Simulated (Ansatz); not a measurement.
# CsTcF3 (cubic perovskite) (Pm-3m): how robust is the cRPA U?, part 2 of 2

Aim: hold the target of a cRPA run on CsTcF3 (cubic perovskite) (Pm-3m) and move one thing at a time.

Ansatz 0.2.0; constrained RPA on PBE, plane waves, PAW.

So far. Step 4 (Changed: 6×6×6 mesh): On the Tc d shell, screening brings the on-site interaction from 14.0 eV down to U = 5.12 eV. Step 6 (Changed: accuracy low): On the Tc d shell, screening brings the on-site interaction from 14.0 eV down to U = 5.07 eV.

The structure was built from a prototype and need not be the compound's stable phase.

## (8) Changed: volume -3 %

The cell differs from the one that the last finished run ended in (a 4.339 → 4.295 Å, b 4.339 → 4.295 Å, c 4.339 → 4.295 Å).

The input, input.yaml:

```yaml
crystal:
  lattice:
    - [0.0, -4.2954622451, 0.0]
    - [0.0, 0.0, 4.2954622451]
    - [-4.2954622451, 0.0, 0.0]
  atoms:
    - { symbol: Cs, position: [0.0, 0.0, 0.0] }
    - { symbol: Tc, position: [0.5, 0.5, 0.5] }
    - { symbol: F, position: [0.5, 0.5, 0.0] }
    - { symbol: F, position: [0.5, 0.0, 0.5] }
    - { symbol: F, position: [0.0, 0.5, 0.5] }
kpoints:
  mp_grid: { grid: [6, 6, 6] }
hamiltonian:
  xc: pbe
scf:
  occupations: { method: gaussian, width: 0.08 }
  n_extra_bands: 19
  max_iter: 150
  lower_state_search: "off"
output:
  crpa:
    kmesh: [4, 4, 4]
    target_bands: [v3, c2]
    projections: [{ species: Tc, l: d, shell: 4 }]
  local_orbitals:
    kmesh: [8, 8, 8]
    orbitals: [{ species: Tc, l: d, shell: 4 }]
    window: { bands: [v3, c2] }
    seedname: lo
```

Launch:

```sh
$ ansatz run input.yaml --threads 4 --pin off --max-ram 9216MiB --backend cpu --events-out ev --progress --plain --runs-dir out
```

Numbers of over 12 decimals in the logs are rounded to 6 here.

What it wrote:

```text
[...]
Crystal: 5 atoms, lattice volume = 79.256 Å³
Basis set: ecut = 500 eV, 2007 PW (Γ)
Bands: 42, of which v1, the nominal top of the filled ones, is band 23 counted from 1 (22 counted from 0)
Symmetry: 48 space group operations
[...]
k-points: 20 of 216
[...]
χ-basis size per q: N_G = 257..300
[...]
screened: U = 5.0985 eV, U' = 4.3166 eV, J = 0.3847 eV
      screened d-shell averages: U_bar = F0 = 4.4730 eV, J_bar = 0.5411 eV
      screened, to within: U = 8.2e-3 eV, U' = 8.1e-3 eV, J = 6.4e-4 eV
      screened d-shell averages, to within: U_bar = 6.9e-3 eV, J_bar = 9.6e-4 eV
      bare: V = 14.0059 eV, V' = 12.9572 eV, J = 0.5078 eV
      bare d-shell averages: V_bar = F0 = 13.1669 eV, J_bar = 0.7175 eV
[...]
[key lines of the parts left out:]
SCF converged after 10 iterations
Free energy (F): -13493.901811 eV
Fermi energy:    10.345620 eV
```

Run time: 95 s. Hardware: 4 threads of Arm Neoverse V1, shared host; peak memory 0.74 GiB; 6 min of CPU time.

Numbers from this step:

- U: 5.099 eV
- U prime (inter-orbital): 4.317 eV
- J: 0.3847 eV
- bare V: 14.01 eV
- bare J: 0.5078 eV
- stated bound on U: 0.008112 eV
- U over bare V: 0.3640
- electrons in the window: 5.000
- head of the constrained inverse dielectric matrix: 0.3332
- least eigenvalue of the projection's overlap: 0.7219
- target functions: 5
- bands in the sums: 50
- r.m.s. miss of the model bands: 7.89e-4 eV
- width of the target bands: 4.266 eV
- weight of the projected orbitals in the window: 0.8679

On the Tc d shell, screening brings the on-site interaction from 14.0 eV down to U = 5.10 eV.

## (9) Changed: potentials

input.yaml, the sections that differ from step 8:

```yaml
crystal:
  lattice:
    - [0.0, -4.33929652, 0.0]
    - [0.0, 0.0, 4.33929652]
    - [-4.33929652, 0.0, 0.0]
  atoms:
    - { symbol: Cs, position: [0.0, 0.0, 0.0] }
    - { symbol: Tc, position: [0.5, 0.5, 0.5] }
    - { symbol: F, position: [0.5, 0.5, 0.0] }
    - { symbol: F, position: [0.5, 0.0, 0.5] }
    - { symbol: F, position: [0.0, 0.5, 0.5] }
hamiltonian:
  xc: pbe
  pseudopotentials: { kind: paw, source: ansatz }
output:
  crpa:
    kmesh: [4, 4, 4]
    target_bands: [v3, c2]
    projections: [{ species: Tc, l: d, shell: 4 }]
# kpoints, scf: as in step 8
```

What it wrote:

```text
[...]
Crystal: 5 atoms, lattice volume = 81.707 Å³
Basis set: ecut = 1050 eV, 6355 PW (Γ)
Bands: 42, of which v1, the nominal top of the filled ones, is band 23 counted from 1 (22 counted from 0)
Symmetry: 48 space group operations
[...]
k-points: 20 of 216
[...]
χ-basis size per q: N_G = 284..305
[...]
screened: U = 5.1208 eV, U' = 4.3375 eV, J = 0.3853 eV
      screened d-shell averages: U_bar = F0 = 4.4941 eV, J_bar = 0.5419 eV
      screened, to within: U = 9.6e-3 eV, U' = 9.6e-3 eV, J = 7.0e-4 eV
      screened d-shell averages, to within: U_bar = 8.4e-3 eV, J_bar = 1.1e-3 eV
      bare: V = 14.0263 eV, V' = 12.9754 eV, J = 0.5096 eV
      bare d-shell averages: V_bar = F0 = 13.1856 eV, J_bar = 0.7197 eV
[...]
[key lines of the parts left out:]
SCF converged after 10 iterations
Free energy (F): -13519.168390 eV
Fermi energy:    9.832186 eV
```

Elapsed: 6.7 min, on 4 threads; peak memory 1.4 GiB.

This step gave:

```
U                                                 : 5.121 eV
U prime (inter-orbital)                           : 4.337 eV
J                                                 : 0.3853 eV
bare V                                            : 14.03 eV
bare J                                            : 0.5096 eV
stated bound on U                                 : 0.009535 eV
U over bare V                                     : 0.3651
electrons in the window                           : 5.000
head of the constrained inverse dielectric matrix : 0.3375
least eigenvalue of the projection's overlap      : 0.7274
target functions                                  : 5
bands in the sums                                 : 50
width of the target bands                         : 4.045 eV
weight of the projected orbitals in the window    : 0.8713
```

On the Tc d shell, screening brings the on-site interaction from 14.0 eV down to U = 5.12 eV.

## (10) Side by side

Times are wall times on 4 threads of Arm Neoverse V1, shared host, good to a factor of about two.

```
          run  bare V (eV)  U (eV)  J (eV)  bound on U (eV)  width (eV)     time
target window        14.03   5.127   0.386           0.0082        4.04     97 s
   2×2×2 mesh        14.28   5.281   0.392           0.0079        4.04     15 s
   6×6×6 mesh        14.01   5.117   0.386           0.0083        4.04  9.2 min
 accuracy low        14.03   5.075   0.382           0.1415        4.04     44 s
  volume -3 %        14.01   5.099   0.385           0.0081        4.27     95 s
   potentials        14.03   5.121   0.385           0.0095        4.04  6.7 min
```

## (11) Results

```json
{"target window": "U 5.13 eV, J 0.39 eV", "2×2×2 mesh": "U 5.28 eV, J 0.39 eV", "6×6×6 mesh": "U 5.12 eV, J 0.39 eV", "accuracy low": "U 5.07 eV, J 0.38 eV", "volume -3 %": "U 5.10 eV, J 0.38 eV", "potentials": "U 5.12 eV, J 0.39 eV"}
```

In words: 2×2×2 mesh moves U by +0.15 eV at 0.15 times the time. 6×6×6 mesh moves U by −0.01 eV (within the solver's bounds, for the mean over orbitals) at 5.7 times the time. Accuracy low moves U by −0.05 eV (within the solver's bounds, for the mean over orbitals) at 0.46 times the time. Volume -3 % moves U by −0.03 eV. Potentials moves U by −0.01 eV (within the solver's bounds, for the mean over orbitals) at 4.1 times the time. The printed bound covers the solver alone, not the mesh. The parent state is non-magnetic and the interaction static (zero frequency); U depends on the window and the orbitals, so it belongs to this model alone.

[Paths, hosts, dates, memory and timing lines, banners, echoed tables and standing remarks are left out of the program output.]

[Logs are printed without paths, hosts, clocks, repeated set-up lines and the standing remarks that a program may print on its own settings, such as how far it seeks lower states.]

[Runs of the session that timed out or met a known fault of the program may be left out.]

[Hosts, paths, dates, database ids (printed as entryN), source tags and the programs' standing remarks are cut or masked in the printed files.]
